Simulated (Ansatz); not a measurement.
# K2NaCl3 (P-3m1):V_Cl (site 2), thermodynamic levels from a 54-atom cell

Wanted: the transition levels of a vacancy in K2NaCl3 (P-3m1), from a cell of 54 host atoms with 1 Cl taken out.

Main program and level: Ansatz 0.2.0; place-levels on PBEsol runs: charge-transition levels and formation energies with image-charge correction and potential alignment at the atomic sites.

### Step 1. Starting point

The cell holds 53 atoms: 18 K, 9 Na and 26 Cl. Cell: a = 12.754 Å, b = 12.754 Å, c = 10.514 Å, α = 90.0°, β = 90.0°, γ = 120.0°. It derives from K2NaCl3 (space group P-3m1). Nearest the centre at fractional (0.556, 0.444, 0.856): Na44 at 2.89 Å, Na27 at 2.89 Å, Na50 at 2.89 Å, K19 at 3.09 Å, K42 at 3.09 Å, K25 at 3.09 Å, Cl22 at 3.90 Å, Cl45 at 3.90 Å.

Structure file:

```xyz
53
Lattice="12.7542 0.0000 0.0000 -6.3771 11.0455 0.0000 0.0000 0.0000 10.5135" Properties=species:S:1:pos:R:3 pbc="T T T"
K     0.0000    2.4546    7.1259
K     2.1257    1.2273    3.3877
Na    0.0000    0.0000    0.0000
Cl    0.0000    2.4546    1.5168
Cl    2.1257    1.2273    8.9968
Cl    0.0000    0.0000    5.2568
K    -2.1257    6.1364    7.1259
K     0.0000    4.9091    3.3877
Na   -2.1257    3.6818    0.0000
Cl   -2.1257    6.1364    1.5168
Cl    0.0000    4.9091    8.9968
Cl   -2.1257    3.6818    5.2568
K    -4.2514    9.8182    7.1259
K    -2.1257    8.5909    3.3877
Na   -4.2514    7.3637    0.0000
Cl   -4.2514    9.8182    1.5168
Cl   -2.1257    8.5909    8.9968
Cl   -4.2514    7.3637    5.2568
K     4.2514    2.4546    7.1259
K     6.3771    1.2273    3.3877
Na    4.2514    0.0000    0.0000
Cl    4.2514    2.4546    1.5168
Cl    6.3771    1.2273    8.9968
Cl    4.2514    0.0000    5.2568
K     2.1257    6.1364    7.1259
K     4.2514    4.9091    3.3877
Na    2.1257    3.6818    0.0000
Cl    2.1257    6.1364    1.5168
Cl    2.1257    3.6818    5.2568
K     0.0000    9.8182    7.1259
K     2.1257    8.5909    3.3877
Na    0.0000    7.3637    0.0000
Cl    0.0000    9.8182    1.5168
Cl    2.1257    8.5909    8.9968
Cl    0.0000    7.3637    5.2568
K     8.5028    2.4546    7.1259
K    10.6285    1.2273    3.3877
Na    8.5028    0.0000    0.0000
Cl    8.5028    2.4546    1.5168
Cl   10.6285    1.2273    8.9968
Cl    8.5028    0.0000    5.2568
K     6.3771    6.1364    7.1259
K     8.5028    4.9091    3.3877
Na    6.3771    3.6818    0.0000
Cl    6.3771    6.1364    1.5168
Cl    8.5028    4.9091    8.9968
Cl    6.3771    3.6818    5.2568
K     4.2514    9.8182    7.1259
K     6.3771    8.5909    3.3877
Na    4.2514    7.3637    0.0000
Cl    4.2514    9.8182    1.5168
Cl    6.3771    8.5909    8.9968
Cl    4.2514    7.3637    5.2568
```

The host's dielectric constants go in as inputs: 2.45 for the electrons alone, (5.79, 5.79, 5.54) with the ions, computed on the host (DFPT, PBEsol).

The cell's shortest repeat is 10.5 Å.

### Step 2. Charge states

Levels follow from differences of total energies between charge states, each relaxed by itself.

Each atom starts 0.05 Å or so off its site in a random direction: a symmetric start keeps its symmetry, and would miss off-centre moves and Jahn–Teller distortions. Forces are taken at one point at (¼, ¼, ¼). The cell holds 1 electron more than the neutral one, with a uniform background that keeps it neutral on the whole.

The sampling was tested on the host first: at the k-points planned (1x1x1 shifted 0.25 0.25 0.25) its energy lies -0.001 eV an atom from the dense-mesh value, under the bound of 0.02 eV set for this test; that bounds the host's error, not the defect's.

One state's input; the others differ in charge, spin, start and seed, and in occupations where the table says so.

Contents of qm1.relax/input.yaml:

```yaml
crystal:
  lattice:
    - [4.25140952, 0.0, 0.0]
    - [-2.12570476, 3.68182865, 0.0]
    - [0.0, 0.0, 10.51352333]
  atoms:
    - { symbol: K, position: [0.33333333, 0.66666667, 0.67778039] }
    - { symbol: K, position: [0.66666667, 0.33333333, 0.32221961] }
    - { symbol: Na, position: [0.0, 0.0, 0.0] }
    - { symbol: Cl, position: [0.33333333, 0.66666667, 0.14426665] }
    - { symbol: Cl, position: [0.66666667, 0.33333333, 0.85573335] }
    - { symbol: Cl, position: [0.0, 0.0, 0.5] }
  supercell: [3, 3, 1]
  defects: [{ vacancy: 28 }]
total_charge: -1
basis:
  ecutwfc: 420
  xc_grid: 2
hamiltonian:
  xc: pbesol
kpoints:
  mp_grid: { grid: [1, 1, 1], shift: [0.25, 0.25, 0.25] }
scf:
  occupations: { method: fixed }
  max_iter: 80
output:
  forces: true
  charged_corrections: { epsilon: 2.45, static_epsilon: [5.79, 5.79, 5.54] }
relax:
  f_tol: 0.02
  max_steps: 80
  random_displacement: { amplitude: 0.05, seed: 3719 }
checkpoint:
  write: "../qm1.relax.run"
  compress: false
  write_wavefunctions: true
  write_every: 100000
```

On the command line:

```console
> ansatz run input.yaml --threads 4 --pin off --max-ram 7536MiB --backend cpu --events-out ev --progress --plain --runs-dir out
```

Defect states can disperse in a cell of this size, so the energy is taken again at a 2×2×2 shifted mesh, on the relaxed structure.

The run of this state that the levels use, under PBEsol:

Contents of qm1.point/input.yaml:

```yaml
crystal:
  checkpoint: "../qm1.relax.run"
  host: checkpoint
total_charge: -1
basis:
  ecutwfc: 420
  xc_grid: 2
hamiltonian:
  xc: pbesol
kpoints:
  mp_grid: { grid: [2, 2, 2], shift: [0.5, 0.5, 0.5] }
scf:
  occupations: { method: fermi_dirac, width: 0.01 }
  max_iter: 80
output:
  forces: true
  eigenvalues: true
  charged_corrections:
    epsilon: 2.45
    static_epsilon: [5.79, 5.79, 5.54]
    defect_position: [0.555556, 0.444444, 0.855733]
  eigenstates: { localisation: true }
  populations: true
  band_densities: [{ bands: [v1, v1] }, { bands: [c1, c1] }]
  write_density: true
  write_potential: true
  volumetric_format: npy
  elf: true
checkpoint:
  read: "../qm1.relax.run"
  write: "../qm1.point.run"
  compress: false
  write_wavefunctions: false
  write_every: 100000
```

Relaxations under PBEsol at one point at (¼, ¼, ¼); times on 4 threads of AMD EPYC 7R32 (Zen 2), shared host:

```csv
charge,moment (μB),occupations,outcome,steps,largest displacement against the far atoms (Å),time
−1,0,fixed,converged,5,0.28,60 s
0,1,fixed,converged,3,0.07,83 s
+1,0,fixed,converged,5,0.32,60 s
```

Single points under PBEsol at a 2×2×2 shifted mesh; times on 4 threads of AMD EPYC 7R32 (Zen 2), shared host:

```csv
charge,moment (μB),occupations,outcome,time
−1,0,fermi-dirac,converged,91 s
0,1,fermi-dirac,converged,4.8 min
+1,0,fermi-dirac,converged,89 s
```

Distances (Å) from the ideal centre to the nearest atoms after relaxation with PBEsol:

```csv
charge,moment (μB),1.,2.,3.,4.,5.,6.
−1,0,Na 2.60,Na 2.61,Na 2.64,K 3.03,K 3.04,K 3.04
0,1,Na 2.94,Na 2.95,Na 2.96,K 3.09,K 3.09,K 3.09
+1,0,Na 3.19,Na 3.20,Na 3.20,K 3.27,K 3.28,K 3.28
```

### Step 3. place-levels, PBEsol

A charged cell interacts with its images and the background, and its potential has another zero than the host's. place-levels removes the first by a point-charge model, screened by the static dielectric constant since the ions have relaxed around the charge, and the second by comparing potentials at atoms far from the defect.

The host is a run of the defect-free crystal in the same cutoffs, grids and k-points, so that basis and sampling errors cancel in part in the differences. The host is run in a cell of 6 atoms on a matching mesh. Its band edges are searched through the zone by a band path, so the gap is smaller than, or equal to, that on the mesh. Chemical potentials are energies per atom of Cl (Cl2 molecule), run with the same functional and cutoff.

Contents of levels.point.yaml:

```yaml
host:
  run: host.point.run
states: [qm1.point.run, q0_M1.point.run, qp1.point.run]
geometry_from:
  qm1.point.run: qm1.relax.run
  q0_M1.point.run: q0_M1.relax.run
  qp1.point.run: qp1.relax.run
  host.point.run: host.relax.run
chemical_potentials:
  Cl:
    energy: -1060.711994
    dataset: "<sha256 of the dataset>"
epsilon: 2.45
static_epsilon: [5.79, 5.79, 5.54]
vertical:
  - { from: qm1.point.run, to: qm1.point_neutral.run }
  - { from: qp1.point.run, to: qp1.point_neutral.run }
```

On the command line:

```console
> ansatz place-levels levels.point.yaml -- --threads 4 --pin off --max-ram 7536MiB
```

Numbers of over 12 decimals in the logs are rounded to 6 here.

The log of the run:

```text
[... repeated set-up lines and file paths are left out, and long positions are rounded to six places ...]
(+1/0) 4.147 eV above the valence edge, 0.843 eV under the conduction edge
(0/-1) 5.093 eV above the valence edge, in the conduction band
formation energy of charge +1: +0.288 eV with the Fermi level at the valence edge
formation energy of charge 0: +4.435 eV with the Fermi level at the valence edge
formation energy of charge -1: +9.528 eV with the Fermi level at the valence edge
vertical -1 to 0: no energy, since no alignment is typed
  the change from vertical[0].from (qm1.point.run) to vertical[0].to (qm1.point_neutral.run): by its potential at epsilon 2.45 it stands at 0.550 0.450 0.864, with an rms radius of about 2.7 Å (1.6 1.6 1.5 Å across the planes of the cell's vectors); [...]
vertical +1 to 0: no energy, since no alignment is typed
  the change from vertical[1].from (qp1.point.run) to vertical[1].to (qp1.point_neutral.run): by its potential at epsilon 2.45 it stands at 0.551 0.449 0.832, with an rms radius of about 2.5 Å (1.5 1.5 1.4 Å across the planes of the cell's vectors); [...]
  edges by pbesol, gap 4.990 eV; the host is sampled to repeats of 25.51 Å
  the defect's cells are sampled to repeats of 25.51 Å, like sampling
  charge +1: -68255.2531 eV with its correction of +0.171 eV, at epsilon [5.79, 5.79, 5.54], aligned at sites: -0.1446 eV, mean over 31 atomic sites at or beyond 5.26 Å from the defect at [0.5556, 0.4444, 0.8557], with +0.000000 for the charge's moments and [...]
  charge 0: +0.000 eV for its dipole among its images, +0.000 omitted
  charge -1: -68243.7990 eV with its correction of +0.403 eV, at epsilon [5.79, 5.79, 5.54], aligned at sites: -0.0647 eV, mean over 31 atomic sites at or beyond 5.26 Å from the defect at [0.5556, 0.4444, 0.8557], with +0.000631 for the charge's moments and [...]
  of states[2] (qp1.point.run): its alignment with the host at atomic sites is doubtful: the mean over the far sites moves by -0.0504 eV from their farther parts to their nearer, more than 0.05 eV. [...]
  of states[0] (qm1.point.run): its displacements don't fall off away from the defect: farther atoms stand 0.017 Å off the host's places. [...]
  of vertical[0].from (qm1.point.run): its displacements don't fall off away from the defect: farther atoms stand 0.017 Å off the host's places. [...]
  of vertical[0].to (qm1.point_neutral.run): its displacements don't fall off away from the defect: farther atoms stand 0.017 Å off the host's places. [...]
  of vertical[1].from (qp1.point.run): its displacements don't fall off away from the defect: farther atoms stand 0.044 Å off the host's places. [...]
  of vertical[1].to (qp1.point_neutral.run): its displacements don't fall off away from the defect: farther atoms stand 0.044 Å off the host's places. [...]
```

Wall time 0.36 s (4 threads of AMD EPYC 7R32 (Zen 2), shared host).

Under PBEsol the gap is 4.99 eV, (+1/0) 4.15, (0/−1) 5.09 (outside the gap) eV.

Levels between the charges placed, in eV above the valence top:

```csv
,gap (eV),(+1/0),(0/−1)
PBEsol,4.99,4.15,5.09
```

Corrections by state:

```csv
charge,moment (μB),image terms and alignment (eV),band filling (eV),ε used,"over the lowest of its charge, as the program ranks them, band filling apart (eV)"
+1,0.0,0.171,-,"principal values (5.54, 5.79, 5.79)",0.000
0,1.0,0.000,-,-,0.000
−1,0.0,0.403,-,"principal values (5.54, 5.79, 5.79)",0.000
```

The charged structures listed were also run neutral, and place-levels reads from each pair, by the potential or the spins, how wide the charge is by which they differ; that can be the carrier of either run.

```csv
charge,rms radius (Å),spread where it is widest against the cell (Å),wide from (Å),reading
+1,2.5,1.43,1.82,narrow
−1,2.7,1.54,1.82,narrow
```

The neutral runs of these pairs need not share the spin of the lowest neutral state, and very wide values only mean spread over the cell.

From the program's caveats on the states, each cut to its opening words:

- charge +1: its alignment with the host at atomic sites is doubtful: the mean over the far sites moves by -0.0504 eV from their farther parts to their nearer, more than [...]
- charge +1: its displacements don't fall off away from the defect: farther atoms stand 0.044 Å off the host's places
- charge −1: its displacements don't fall off away from the defect: farther atoms stand 0.017 Å off the host's places

Chemical potentials of the elements' reference phases, run alike. Formation energy by charge state (elemental references; gap 4.99 eV):

```csv
charge,at valence top (eV),at conduction bottom (eV),correction included (eV)
+1,0.29,5.28,0.17
0,4.43,4.43,0.00
−1,9.53,4.54,0.40
```

Fermi level (eV), lowest formation energy (eV) and a bar:
```
     0.00       0.29 
     0.45       0.74 ###
     0.91       1.19 #######
     1.36       1.65 ##########
     1.81       2.10 #############
     2.27       2.55 ################
     2.72       3.01 ####################
     3.18       3.46 #######################
     3.63       3.92 ##########################
     4.08       4.37 ##############################
     4.54       4.43 ##############################
     4.99       4.43 ##############################
```

### Step 4. Effect of the sampling

The relaxations' own energies give the levels at their sampling, for comparison.

Contents of levels.relax_mesh.yaml:

```yaml
host:
  run: host.relax.run
states: [qm1.relax.run, q0_M1.relax.run, qp1.relax.run]
chemical_potentials:
  Cl:
    energy: -1060.711994
    dataset: "<sha256 of the dataset>"
```

On the command line:

```console
> ansatz place-levels levels.relax_mesh.yaml -- --threads 4 --pin off --max-ram 7536MiB
```

The log of the run:

```text
(+1/0) 4.170 eV above the valence edge, 0.820 eV under the conduction edge
(0/-1) 5.152 eV above the valence edge, in the conduction band
formation energy of charge +1: +0.290 eV with the Fermi level at the valence edge
formation energy of charge 0: +4.460 eV with the Fermi level at the valence edge
formation energy of charge -1: +9.612 eV with the Fermi level at the valence edge
  edges by pbesol, gap 4.991 eV; the host is sampled to repeats of 16.53 Å
[... the lines on each state left out ...]
```

Run time: 0.12 s. Hardware: 4 threads.

Levels between neighbouring charges, in eV above the valence top:

```csv
,gap (eV),(+1/0),(0/−1)
"one point at (¼, ¼, ¼)",4.99,4.17,5.15
a 2×2×2 shifted mesh,4.99,4.15,5.09
```

Going from one point at (¼, ¼, ¼) to a 2×2×2 shifted mesh moves the levels that carry no band-filling term by up to 0.06 eV and formation energies against the elements by up to 0.08 eV.

### Step 5. place-levels, r2SCAN

r2SCAN on the same structure is run to see how far the result rests on the functional, though not on the errors that semilocal functionals share; the sampling changes too, to one point at (¼, ¼, ¼), so differences hold both changes.

Contents of qm1.r2scan/input.yaml:

```yaml
crystal:
  checkpoint: "../qm1.relax.run"
  host: checkpoint
total_charge: -1
basis:
  ecutwfc: 500
  xc_grid: 2
hamiltonian:
  xc: r2scan
kpoints:
  mp_grid: { grid: [1, 1, 1], shift: [0.25, 0.25, 0.25] }
scf:
  occupations: { method: fermi_dirac, width: 0.01 }
  max_iter: 80
output:
  forces: true
  eigenvalues: true
  charged_corrections:
    epsilon: 2.45
    static_epsilon: [5.79, 5.79, 5.54]
    defect_position: [0.555556, 0.444444, 0.855733]
checkpoint:
  write: "../qm1.r2scan.run"
  compress: false
  write_wavefunctions: false
  write_every: 100000
```

Wall time 32 s (4 threads); peak memory 3.1 GiB; 2 min of CPU time.

Contents of levels.r2scan.yaml:

```yaml
host:
  run: host.r2scan.run
states: [qm1.r2scan.run, q0_M1.r2scan.run, qp1.r2scan.run]
geometry_from:
  qm1.r2scan.run: qm1.relax.run
  q0_M1.r2scan.run: q0_M1.relax.run
  qp1.r2scan.run: qp1.relax.run
  host.r2scan.run: host.relax.run
chemical_potentials:
  Cl:
    energy: -1083.517615
    dataset: "<sha256 of the dataset>"
```

On the command line:

```console
> ansatz place-levels levels.r2scan.yaml -- --threads 4 --pin off --max-ram 7536MiB
```

The log of the run:

```text
(+1/0) 4.520 eV above the valence edge, 1.319 eV under the conduction edge
(0/-1) 5.813 eV above the valence edge, 0.026 eV under the conduction edge
formation energy of charge +1: +0.406 eV with the Fermi level at the valence edge
formation energy of charge 0: +4.926 eV with the Fermi level at the valence edge
formation energy of charge -1: +10.739 eV with the Fermi level at the valence edge
  edges by r2scan, gap 5.839 eV; the host is sampled to repeats of 16.53 Å
[... the lines on each state left out ...]
```

Wall time 0.21 s (4 threads).

Under r2SCAN the gap is 5.84 eV, (+1/0) 4.52, (0/−1) 5.81 eV.

### Step 6. Another choice

The levels are placed again with one choice changed, to see how much they rest on it.

levels.try0.yaml is levels.point.yaml with these lines changed:

```diff
-static_epsilon: [5.79, 5.79, 5.54]
+static_epsilon: 2.45
```

On the command line:

```console
> ansatz place-levels levels.try0.yaml -- --threads 4 --pin off --max-ram 7536MiB
```

The log of the run:

```text
(+1/0) 3.872 eV above the valence edge, 1.119 eV under the conduction edge
(0/-1) 5.297 eV above the valence edge (+5.359 eV without the band-filling correction), in the conduction band
formation energy of charge +1: +0.563 eV with the Fermi level at the valence edge
formation energy of charge 0: +4.435 eV with the Fermi level at the valence edge
formation energy of charge -1: +9.732 eV with the Fermi level at the valence edge
vertical -1 to 0: no energy, since no alignment is typed
vertical +1 to 0: no energy, since no alignment is typed
  edges by pbesol, gap 4.990 eV; the host is sampled to repeats of 25.51 Å
[... the lines on each state left out ...]
```

The change: the electronic dielectric constant for relaxed ions.

Levels in eV above the valence top; the changed ones are not the defect's:

```csv
,gap (eV),(+1/0),(0/−1)
changed,4.99,3.87,5.30
as set up,4.99,4.15,5.09
```

The largest shift is 0.28 eV, band-filling terms included.

### Step 7. A changed set-up

In this try the input is made faulty on purpose, to show what that does.

Another version of the file is tried.

levels.try1.yaml is levels.point.yaml with these lines changed:

```diff
+defect_position:
+  qm1.point.run: [0.6756, 0.5644, 0.9757]
+  qp1.point.run: [0.0556, 0.9444, 0.3557]
```

On the command line:

```console
> ansatz place-levels levels.try1.yaml -- --threads 4 --pin off --max-ram 7536MiB
```

The log of the run:

```text
Error: states: the alignment at the far atoms does not stand for every charged run (states[2] (qp1.point.run): no potential alignment: what the cell's atoms and the host's sites leave over but for strayed atoms and the sites that these left (strays included: [...]
```

The change: the charge placed away from the defect.

The command refused this file.

### Step 8. The ladder

Levels between neighbouring charges, in eV above each run's own valence top:

```csv
,gap (eV),(+1/0),(0/−1),CPU time a state at this stage (restarts are quicker than cold starts)
"PBEsol, 2×2×2 shifted mesh",4.99,4.15,5.09,9.9 min
"r2SCAN on PBEsol structures, (¼, ¼, ¼)",5.84,4.52,5.81,4 min
```

### Step 9. What came out

```
gap of the host                                                             : 4.99 eV (PBEsol)
level (plus 1/0)                                                            : 4.15 eV above the valence top
level (0/minus 1)                                                           : 5.09 eV above the valence top, past the conduction bottom
lowest of the charges placed, just above the valence top (0.02 eV)          : +1
lowest of the charges placed, just below the conduction bottom (0.02 eV)    : 0
lowest formation energy at mid-gap of the charges run, elemental references : 2.78 eV
```

In words: Of the charges placed (−1, 0 and +1), the lowest changes at 4.15 eV (+1/0) above the valence top, in a gap of 4.99 eV. (0/−1) lies 0.10 eV from a band edge, less than the doubt on such levels. Charges above +1 were not placed, so these runs say nothing of levels that involve them. States placed: +1 at 0 μB; 0 at 1 μB; −1 at 0 μB. Other spin states or structures, where not listed, weren't placed. Going from one point at (¼, ¼, ¼) to a 2×2×2 shifted mesh moves the levels that carry no band-filling term by up to 0.06 eV and formation energies against the elements by up to 0.08 eV. The program doubts the alignment of potentials for at least one state, a sign that the cell is small. Keep in mind: PBEsol makes the gap too small and tends to spread out bound carriers; where a gas molecule sets a chemical potential or the host's formation energy, its binding is uncorrected.

[Logs are printed without paths, hosts, clocks, repeated set-up lines and the standing remarks that a program may print on its own settings, such as how far it seeks lower states.]

[Hosts, paths, dates, database ids (printed as entryN), source tags and the programs' standing remarks are cut or masked in the printed files.]

[Where a table of states has a column of steps, it counts the stored structures, which are thinned; the runs took as many ionic steps or more.]

[A defect's name tells the site on which it was built; relaxed atoms can leave that site.]

[For some hosts the program warned that the k-mesh of the response run may be too coarse for force constants and the static dielectric constant; such warnings are not shown here.]
